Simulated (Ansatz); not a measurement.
# MgSc (Pm-3m): coupling and resistivity against added charge

How do λ and ρ of MgSc (Pm-3m) move with the band filling?

Calculated with Ansatz 0.2.0; DFT PBEsol, scalar-relativistic, plane waves, PAW; PAW set soft_1.

Report form: the programs' logs are mostly left out.

## 1. Set-up

It takes space group Pm-3m (No. 221, cubic). Conventional cell: a = 3.596 Å, b = 3.596 Å, c = 3.596 Å, α = 90.00°, β = 90.00°, γ = 90.00°. Nearest to Mg lie 8 Sc at 3.11 Å. Nearest to Sc lie 8 Mg at 3.11 Å. Farther neighbours are not listed.

## 2. Relaxing cell and atoms

The structure is brought to rest under this functional.

input.yaml reads:

```yaml
crystal:
  lattice:
    - [3.59645124, 0.0, 0.0]
    - [0.0, 3.59645124, 0.0]
    - [0.0, 0.0, 3.59645124]
  atoms:
    - { symbol: Mg, position: [0.0, 0.0, 0.0] }
    - { symbol: Sc, position: [0.5, 0.5, 0.5] }
kpoints:
  mp_grid: { grid: [8, 8, 8] }
hamiltonian:
  xc: pbesol
  pseudopotentials: { kind: paw, azcp: { folder: soft_1 }, xc_functional: pbe }
scf:
  occupations: { method: gaussian, width: 0.1 }
output:
  forces: true
  stress: true
  eigenvalues: true
relax:
  adjacent_minimum: "off"
  f_tol: 0.005
  max_steps: 80
  cell: { stress_tol: 0.05 }
```

Command:

```
ansatz run input.yaml --threads 4 --pin off --max-ram 12288MiB --backend cpu --events-out ev --progress --plain --runs-dir out
```

Wall time 1.8 s (4 threads of Intel Xeon Platinum 8488C (Sapphire Rapids), shared host); peak memory 0.46 GiB.

Step by step:

```csv
step,energy less that of the first step (eV),largest force component (eV/Å),pressure (GPa),volume (Å³)
1,0.0000,0.0000,-1.37,46.52
2,-0.0056,0.0000,0.16,45.10
3,-0.0056,0.0000,-0.01,45.24
4,-0.0056,0.0000,0.00,45.24
```

The log counts 1 steps on a newly chosen plane-wave basis, not all of them marked here; energy and pressure can jump at such steps.

```
conventional cell, symmetrised  before  after  change
                         a (Å)   3.596  3.563  -0.9 %
                         b (Å)   3.596  3.563  -0.9 %
                         c (Å)   3.596  3.563  -0.9 %
              volume (Å³/atom)   23.26  22.62  -2.7 %
```

Final coordinates:

```
Mg Sc
1.0
     3.56322    0.00000    0.00000
     0.00000    3.56322    0.00000
     0.00000    0.00000    3.56322
Mg Sc
1 1
Direct
  0.00000 0.00000 0.00000
  0.50000 0.50000 0.50000
```

Numbers from this step:

| Property | Result |
| --- | --- |
| pressure | -0.004969 GPa |
| volume per atom | 22.62 Å³/atom |
| metallic on mesh | yes |
| gap on the k-mesh | 0 eV |

The largest force is now zero by symmetry and the largest stress component 0.0050 GPa, small enough for phonons.

## 3. Resistivity: q 2×2×2, k 6×6×6, scattering 12×12×12

Phonons, couplings and the Boltzmann equation in one run.

input.yaml reads:

```yaml
crystal:
  lattice:
    - [3.5632219614, 0.0, 0.0]
    - [0.0, 3.5632219614, 0.0]
    - [0.0, 0.0, 3.5632219614]
  atoms:
    - { symbol: Mg, position: [0.0, 0.0, 0.0] }
    - { symbol: Sc, position: [0.5, 0.5, 0.5] }
kpoints:
  mp_grid: { grid: [6, 6, 6] }
hamiltonian:
  xc: pbesol
  pseudopotentials: { kind: paw, azcp: { folder: soft_1 }, xc_functional: pbe }
scf:
  occupations: { method: methfessel_paxton, width: 0.2 }
output:
  eigenvalues: true
phonons:
  method: dfpt
  qmesh: [2, 2, 2]
  temperatures: { t_max: 1000, t_step: 50 }
  qpath:
    path:
      - [[0.0, 0.0, 0.0], [0.0, 0.5, 0.0], [0.5, 0.5, 0.0], [0.0, 0.0, 0.0], [0.5, 0.5, 0.5], [0.0, 0.5, 0.0]]
      - [[0.5, 0.5, 0.5], [0.5, 0.5, 0.0]]
    npoints: 10
  electrical_resistivity:
    mesh: [12, 12, 12]
    temperatures: [20.0, 50.0, 77.0, 100.0, 150.0, 200.0, 300.0, 400.0, 600.0, 800.0]
```

Wall time 18 s (4 threads); peak memory 0.7 GiB; 61 s of CPU time.

Numbers from this step:

```yaml
zero_point_energy: 0.06676 eV/cell
share_of_imaginary_modes_in_the_plain_interpolation_between_solved_wavevectors: 0
highest_frequency_solved_or_plainly_interpolated: 266.6 cm⁻¹
debye_temperature_second_moment: 353 K
resistivity_at_300_k: 29 μΩ cm
coupling_constant_lambda: 0.3237
density_of_states_at_the_fermi_level: 1.267 states/eV a spin and cell
log_mean_phonon_energy_omega_log: 16.63 meV
transport_coupling_constant_lambda_tr: 0.3991, 0.3991, 0.3991 (xx, yy, zz)
drude_plasma_energy: 3.973, 3.973, 3.973 eV (xx, yy, zz)
resistivity_times_mean_free_path: 11.25, 11.25, 11.25 × 10⁻¹⁶ Ω m² (xx, yy, zz)
second_moment_phonon_energy_omega: 20.46 meV, from the broadened α²F curve
coupling_lambda_by_branch: 0.113, 0.0541, 0.0496, 0.0284, 0.0358, 0.043 (branches by rank of frequency)
```

Solved on the 2×2×2 mesh alone; all other wavevectors are interpolated. Phonon branches along the path, in cm⁻¹:

```
    point  branch 1  branch 2  branch 3  branch 4  branch 5  branch 6
        Γ         0         0         0       267       267       267
  halfway        91       103       103       247       252       252
        X       150       165       165       212       223       223
  halfway       111       116       150       229       237       240
        M        68        68       133       235       250       250
  halfway        54       126       155       216       242       260
        Γ         0         0         0       267       267       267
  halfway       108       108       150       223       246       246
        R       178       178       178       218       218       218
  halfway       115       121       158       221       238       244
        X       150       165       165       212       223       223
jump to R       178       178       178       218       218       218
  halfway       124       124       157       226       240       240
        M        68        68       133       235       250       250
```

The Eliashberg function α²F has structure finer than the step of the table below, so its rows give means over 1 meV, whole bins alone (the curve runs from 0.129 to 32.9 meV). Peaks (meV: height): α²F 19.0: 0.266, 28.0: 0.305, 29.3: 0.529, 30.3: 0.491; α²F tr 16.4: 0.204, 19.0: 0.283, 28.0: 0.329, 29.3: 0.688, 30.3: 0.647.

The Eliashberg function α²F by phonon energy; means over each step:

| phonon energy (meV) | α²F | α²F tr |
| --- | --- | --- |
| 1 | 3.9e-6 | 0 |
| 2 | 1.6e-4 | 4.6e-5 |
| 3 | 0.00200 | 6.8e-4 |
| 4 | 0.00398 | 0.00212 |
| 5 | 0.00771 | 0.00707 |
| 6 | 0.0154 | 0.0172 |
| 7 | 0.0225 | 0.0252 |
| 8 | 0.0351 | 0.0394 |
| 9 | 0.0611 | 0.0739 |
| 10 | 0.0808 | 0.103 |
| 11 | 0.0930 | 0.122 |
| 12 | 0.104 | 0.139 |
| 13 | 0.113 | 0.150 |
| 14 | 0.119 | 0.156 |
| 15 | 0.129 | 0.167 |
| 16 | 0.142 | 0.183 |
| 17 | 0.124 | 0.150 |
| 18 | 0.146 | 0.169 |
| 19 | 0.216 | 0.234 |
| 20 | 0.0233 | 0.0293 |
| 21 | 0.00476 | 0.00734 |
| 22 | 7.9e-4 | 0.00137 |
| 23 | 0 | 0 |
| 24 | 0 | 0 |
| 25 | 0 | 0 |
| 26 | 6.6e-4 | 8.7e-4 |
| 27 | 0.129 | 0.145 |
| 28 | 0.262 | 0.291 |
| 29 | 0.318 | 0.416 |
| 30 | 0.449 | 0.607 |
| 31 | 0.329 | 0.429 |
| 32 | 0.0836 | 0.0905 |

Resistivity, by row:

```csv
T (K),ρ_xx (μΩ cm),ρ_yy,ρ_zz,"ρ by Ziman's lowest order, mean","ρ by relaxation times, mean",within 2 % of the coarser mesh
20,0.05441,0.05441,0.05441,0.09802,0.06557,no
50,1.37,1.37,1.37,1.732,1.308,no
77,3.835,3.835,3.835,4.365,3.553,no
100,6.372,6.372,6.372,6.966,5.867,no
150,12.22,12.22,12.22,12.87,11.22,no
200,17.98,17.98,17.98,18.72,16.5,no
300,29,29,29,30.03,26.61,no
400,39.6,39.6,39.6,41.05,36.33,no
600,60.11,60.11,60.11,62.63,55.19,no
800,79.84,79.84,79.84,83.78,73.46,no
```

Some points of the scattering mesh along the symmetry lines, up to three branches each (those of largest λ), at most 39 rows; the frequencies are those of the scattering step, which can differ from the solved and plainly interpolated ones; single rows converge slowly. Mode couplings:

```csv
q1,q2,q3,branch,ħω (meV),λ_q,half width (meV)
0,0.3333,0,1,14.59,0.324,0.275
0,0.3333,0,2,16.39,0.0166,0.0178
0,0.3333,0,4,28.9,0.0578,0.192
0.1667,0.5,0,1,16.09,0.24,0.247
0.1667,0.5,0,5,28.22,0.0439,0.139
0.1667,0.5,0,6,28.87,0.0437,0.145
0.5,0.5,0,1,8.48,0.153,0.0438
0.5,0.5,0,2,8.48,0.153,0.0438
0.5,0.5,0,5,31.05,0.0698,0.268
0.1667,0.1667,0,1,4.97,0.277,0.0273
0.1667,0.1667,0,2,11.66,0.0545,0.0294
0.1667,0.1667,0,3,14.71,0.11,0.0944
0.25,0.25,0.25,1,13.43,0.0273,0.0196
0.25,0.25,0.25,3,18.66,0.0722,0.1
0.25,0.25,0.25,4,27.64,0.0563,0.171
0.4167,0.5,0.4167,4,27.05,0.0502,0.146
0.4167,0.5,0.4167,5,28.07,0.0574,0.18
0.4167,0.5,0.4167,6,28.25,0.0546,0.174
0.0833,0.5,0.0833,1,17.34,0.197,0.235
0.0833,0.5,0.0833,4,27.39,0.0296,0.0884
0.0833,0.5,0.0833,6,28.5,0.0227,0.0735
0.5,0.5,0.3333,4,27.52,0.0363,0.109
0.5,0.5,0.3333,5,28.81,0.0511,0.169
0.5,0.5,0.3333,6,28.81,0.0511,0.169
0.5,0.5,0,1,8.48,0.153,0.0438
0.5,0.5,0,2,8.48,0.153,0.0438
0.5,0.5,0,5,31.05,0.0698,0.268
```

Largest shares of lambda; single rows converge slowly. Strongest modes:

```
     q1      q2      q3  star  branch  ħω (meV)     λ_q  half width (meV)
0.08333  0.1667  0.4167    48       1     13.37  0.1571            0.1118
0.08333  0.1667  0.3333    48       1     10.46  0.1521           0.06616
0.08333    0.25  0.4167    48       1     11.41  0.1307           0.06781
0.08333  0.1667    0.25    48       1     7.926   0.121           0.03024
0.08333  0.1667    0.25    48       3     18.28  0.1087            0.1446
0.08333  0.3333  0.4167    48       2     14.43  0.1075           0.08911
0.08333  0.1667    -0.5    24       1     15.91  0.2138            0.2154
0.08333    0.25  0.3333    48       1      9.12  0.1036           0.03431
```

300 K. Table of cumulative share of the conductivity, along x by mean free path:

```
mean free path (nm)  cumulative share of the conductivity, along x
                  1                                        0.00253
               1.12                                        0.00293
               1.26                                        0.00315
               1.41                                        0.00358
               1.58                                        0.00462
               1.78                                        0.00749
               2.00                                         0.0179
               2.24                                         0.0492
               2.51                                         0.0665
               2.82                                         0.0894
               3.16                                          0.128
               3.55                                          0.224
               3.98                                          0.436
               4.47                                          0.585
               5.01                                          0.771
               5.62                                          0.863
               6.31                                          0.986
               7.08                                          0.998
```

Resistivity by mesh:

| mesh | T (K) | mean rho (μΩ cm) |
| --- | --- | --- |
| 12x12x12 | 20 | 0.05441 |
| 12x12x12 | 300 | 29 |
| 12x12x12 | 800 | 79.84 |
| 6x6x6 | 20 | 0.08086 |
| 6x6x6 | 300 | 45.31 |
| 6x6x6 | 800 | 118.8 |
| 3x3x3 | 20 | 0.1232 |
| 3x3x3 | 300 | 61.64 |
| 3x3x3 | 800 | 138.5 |

Harmonic mean-square displacement, third of the trace. U eq, by row:

```
T (K)  Mg1 U_eq (Å²)  Sc2 U_eq (Å²)
    0        0.00378        0.00295
  100        0.00531         0.0048
  300        0.01213        0.01218
  600        0.02345        0.02392
```

No LO-TO term; unit eigenvectors of the mass-weighted matrix. Modes at Γ, with each element's share of the kinetic energy:

```csv
mode,frequency (cm⁻¹),symmetry,Mg %,Sc %
1,0.0,T1u,35,65
2,0.0,T1u,35,65
3,0.0,T1u,35,65
4,266.6,T1u,65,35
5,266.6,T1u,65,35
6,266.6,T1u,65,35
```

Displacements in mode 6 (266.6 cm⁻¹), the largest set to 1:
```
Mg1  0.00  0.02  1.00
Sc2  0.00 -0.01 -0.54
```

By its own test the run is not converged in the mesh. λ = 0.324 and 29 μΩ cm at 300 K. The run's own test puts 56 % between its two finest meshes on the component of the resistivity at 300 K that moves most, so it is not converged. By the run's own test λ moves by 9 % between its two finest scattering meshes.

## 4. Resistivity: 0.2 holes added a cell on a uniform background

Added charge moves the Fermi level through the bands.

input.yaml, as its differences from that of step 3:

```diff
@@ -8,2 +8,3 @@
     - { symbol: Sc, position: [0.5, 0.5, 0.5] }
+total_charge: 0.2
 kpoints:
```

Run time: 18 s. Hardware: 4 threads; peak memory 0.71 GiB; 60 s of CPU time.

Numbers from this step:

```yaml
zero_point_energy: 0.06623 eV/cell
highest_frequency_solved_or_plainly_interpolated: 268.5 cm⁻¹
debye_temperature_second_moment: 349 K
resistivity_at_300_k: 35.87 μΩ cm
coupling_constant_lambda: 0.398
density_of_states_at_the_fermi_level: 1.698 states/eV a spin and cell
log_mean_phonon_energy_omega_log: 16.72 meV
transport_coupling_constant_lambda_tr: 0.4975, 0.4975, 0.4975 (xx, yy, zz)
drude_plasma_energy: 3.75, 3.75, 3.75 eV (xx, yy, zz)
resistivity_times_mean_free_path: 11.45, 11.45, 11.45 × 10⁻¹⁶ Ω m² (xx, yy, zz)
second_moment_phonon_energy_omega: 20.27 meV, from the broadened α²F curve
coupling_lambda_by_branch: 0.134, 0.065, 0.0606, 0.0501, 0.0353, 0.0526 (branches by rank of frequency)
```

The Eliashberg function α²F has structure finer than the step of the table below, so its rows give means over 1 meV, whole bins alone (the curve runs from 0.13 to 33.2 meV). Peaks (meV: height): α²F 18.9: 0.388, 27.4: 0.617, 28.5: 0.753, 29.3: 0.584; α²F tr 18.9: 0.438, 27.4: 0.771, 28.5: 1.04, 29.3: 0.765.

The Eliashberg function α²F by phonon energy; means over each step:

| phonon energy (meV) | α²F | α²F tr |
| --- | --- | --- |
| 1 | 3.5e-6 | 0 |
| 2 | 1.4e-4 | 4.2e-5 |
| 3 | 6.0e-4 | 2.4e-4 |
| 4 | 0.00389 | 0.00167 |
| 5 | 0.00550 | 0.00404 |
| 6 | 0.0104 | 0.0109 |
| 7 | 0.0192 | 0.0226 |
| 8 | 0.0470 | 0.0593 |
| 9 | 0.103 | 0.126 |
| 10 | 0.116 | 0.137 |
| 11 | 0.126 | 0.149 |
| 12 | 0.127 | 0.153 |
| 13 | 0.126 | 0.157 |
| 14 | 0.126 | 0.160 |
| 15 | 0.132 | 0.169 |
| 16 | 0.156 | 0.204 |
| 17 | 0.158 | 0.203 |
| 18 | 0.193 | 0.237 |
| 19 | 0.255 | 0.296 |
| 20 | 0.0277 | 0.0373 |
| 21 | 0.00466 | 0.00867 |
| 22 | 8.0e-4 | 0.00162 |
| 23 | 0 | 0 |
| 24 | 0 | 0 |
| 25 | 0 | 0 |
| 26 | 0.0183 | 0.0182 |
| 27 | 0.393 | 0.480 |
| 28 | 0.529 | 0.722 |
| 29 | 0.596 | 0.805 |
| 30 | 0.256 | 0.340 |
| 31 | 0.116 | 0.144 |
| 32 | 0.0552 | 0.0669 |

Resistivity, by row:

```
T (K)  ρ_xx (μΩ cm)     ρ_yy     ρ_zz  ρ by Ziman's lowest order, mean  ρ by relaxation times, mean  within 2 % of the coarser mesh
   20       0.06462  0.06462  0.06462                           0.1245                      0.06999                              no
   50         1.809    1.809    1.809                            2.287                        1.729                              no
   77         5.028    5.028    5.028                            5.736                        4.764                              no
  100         8.315    8.315    8.315                            9.074                        7.854                              no
  150          15.7     15.7     15.7                            16.42                        14.77                              no
  200         22.73    22.73    22.73                             23.5                        21.33                              no
  300         35.87    35.87    35.87                            36.98                        33.58                              no
  400         48.28    48.28    48.28                            49.91                        45.11                              no
  600         71.13    71.13    71.13                            74.29                        66.37                              no
  800          91.1     91.1     91.1                            96.69                        85.16                              no
```

By its own test the run is not converged in the mesh. λ = 0.398 and 35.9 μΩ cm at 300 K, against 0.324 and 29 in the neutral cell (+23.0 % and +23.7 %). N(E_F) moves by +34.0 % and the coupling-weighted phonon energy by -0.9 %; λ goes as N/ω², which would give +36.5 % if the matrix elements stayed. The run's own test puts 41 % between its two finest meshes on the component of the resistivity at 300 K that moves most, more than that change; on the next coarser mesh the mean ρ changes by +11.8 % between the two runs, against +23.7 % on the finest. By the run's own test λ moves by 15 % between its two finest scattering meshes.

## 5. Electron–phonon run: 0.2 electrons added a cell on a uniform background

input.yaml, as its differences from that of step 4:

```diff
@@ -8,3 +8,3 @@
     - { symbol: Sc, position: [0.5, 0.5, 0.5] }
-total_charge: 0.2
+total_charge: -0.2
 kpoints:
```

It took 8.7 s on 4 threads; peak memory 0.64 GiB.

The run ended with an error.

The program's message: “electrical resistivity: the mode of lowest frequency at the wavevector [0.0000, 0.0833, 0.0833] is imaginary, -3.47 cm⁻¹ (written negative): every mode at the wavevectors of the force constants' own s …”

The run stops because a mode is imaginary on the scattering mesh, where no scattering rate is defined; denser k meshes, other smearings and, between solved wavevectors, finer q meshes show whether the instability is real.

## 6. Resistivity: 0.4 holes added a cell on a uniform background

input.yaml, as its differences from that of step 5:

```diff
@@ -8,3 +8,3 @@
     - { symbol: Sc, position: [0.5, 0.5, 0.5] }
-total_charge: -0.2
+total_charge: 0.4
 kpoints:
```

It took 18 s on 4 threads; peak memory 0.71 GiB.

This step gave:

| Item | Value |
| --- | --- |
| zero point energy | 0.06596 eV/cell |
| highest frequency, solved or plainly interpolated | 269.3 cm⁻¹ |
| Debye temperature (second moment) | 347 K |
| resistivity at 300 K | 45.83 μΩ cm |
| coupling constant λ | 0.3772 |
| density of states at the Fermi level | 1.695 states/eV a spin and cell |
| log mean phonon energy ħω_log | 17.05 meV |
| transport coupling constant λ_tr | 0.4796, 0.4796, 0.4796 (xx, yy, zz) |
| Drude plasma energy | 3.322, 3.322, 3.322 eV (xx, yy, zz) |
| resistivity times mean free path | 13.31, 13.31, 13.31 × 10⁻¹⁶ Ω m² (xx, yy, zz) |
| second-moment phonon energy ħω₂ | 20.74 meV, from the broadened α²F curve |
| coupling λ by branch | 0.119, 0.0528, 0.0511, 0.0696, 0.0443, 0.0401 (branches by rank of frequency) |

Resistivity, by row:

```csv
T (K),ρ_xx (μΩ cm),ρ_yy,ρ_zz,"ρ by Ziman's lowest order, mean","ρ by relaxation times, mean",within 2 % of the coarser mesh
20,0.0846,0.0846,0.0846,0.1642,0.08891,yes
50,2.153,2.153,2.153,2.76,2.072,no
77,6.052,6.052,6.052,7.053,5.818,no
100,10.23,10.23,10.23,11.41,9.808,no
150,19.97,19.97,19.97,21.32,19.07,no
200,29.35,29.35,29.35,30.84,27.99,no
300,45.83,45.83,45.83,47.88,43.63,no
400,59.33,59.33,59.33,62.53,56.45,no
600,80.11,80.11,80.11,87.02,76.29,no
800,95.94,95.94,95.94,107.4,91.71,no
```

By its own test the run is not converged in the mesh. λ = 0.377 and 45.8 μΩ cm at 300 K, against 0.324 and 29 in the neutral cell (+16.5 % and +58.0 %). The run's own test puts 40 % between its two finest meshes on the component of the resistivity at 300 K that moves most. By the run's own test λ moves by 68 % between its two finest scattering meshes.

## 7. Coupling and resistivity: 0.4 electrons added a cell on a uniform background

input.yaml, as its differences from that of step 6:

```diff
@@ -8,3 +8,3 @@
     - { symbol: Sc, position: [0.5, 0.5, 0.5] }
-total_charge: 0.4
+total_charge: -0.4
 kpoints:
```

The job ended after 8.9 s (4 threads; peak memory 0.64 GiB).

The run ended with an error.

The program's message: “electrical resistivity: the mode of lowest frequency at the wavevector [0.0000, 0.1667, 0.1667] is imaginary, -13.62 cm⁻¹ (written negative): every mode at the wavevectors of the force constants' own …”

The run stops because a mode is imaginary on the scattering mesh, where no scattering rate is defined; denser k meshes, other smearings and, between solved wavevectors, finer q meshes show whether the instability is real.

(Part 1 of 2 ends here.)

[Logs are printed without paths, hosts, clocks, repeated set-up lines and the standing remarks that a program may print on its own settings, such as how far it seeks lower states.]

[Hosts, paths, dates, database ids (printed as entryN), source tags and the programs' standing remarks are cut or masked in the printed files.]
